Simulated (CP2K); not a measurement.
Two runs for the F K edge of 3-fluorofuran. Run A: CP2K XAS_TDP, all-electron GAPW, PBEh(45%), aug-cc-pVDZ, TDA, no relativity. Run B differs in one setting.

First lines with a strength over 0.0015. A:

| atom | energy (eV) | states | strength, one atom |
| --- | --- | --- | --- |
| F1 (bonded to C) | 683.56 | 1 | 0.0267 |
|  | 684.23 | 1 | 0.0046 |
|  | 685.05 | 1 | 0.0070 |
|  | 685.60 | 1 | 0.0016 |
|  | 685.74 | 1 | 0.0028 |

B:

| atom | energy (eV) | states | strength, one atom |
| --- | --- | --- | --- |
| F1 (bonded to C) | 690.15 | 1 | 0.0389 |
|  | 692.03 | 1 | 0.0073 |
|  | 692.71 | 1 | 0.0072 |
|  | 693.49 | 1 | 0.0031 |
|  | 693.79 | 1 | 0.0029 |

Question: Which was it: GW2X switched on, the functional, scalar relativity switched on, the basis?

The functional (functional from PBEh(45%) to PBEh(60%); the lines alone don't name the new value). A functional moves all lines by electronvolts and changes their spacings and strengths. Against PBEh(45%) in aug-cc-pVDZ, the leading line moves by +6.59 eV, to 690.15 eV; the strength of F1's goes from 0.0267 to 0.0389. The next line of F1 over the strength cut lies 1.88 eV higher, against 0.67.

[Hosts, paths, dates, database ids (printed as entryN), source tags and the programs' standing remarks are cut or masked in the printed files.]
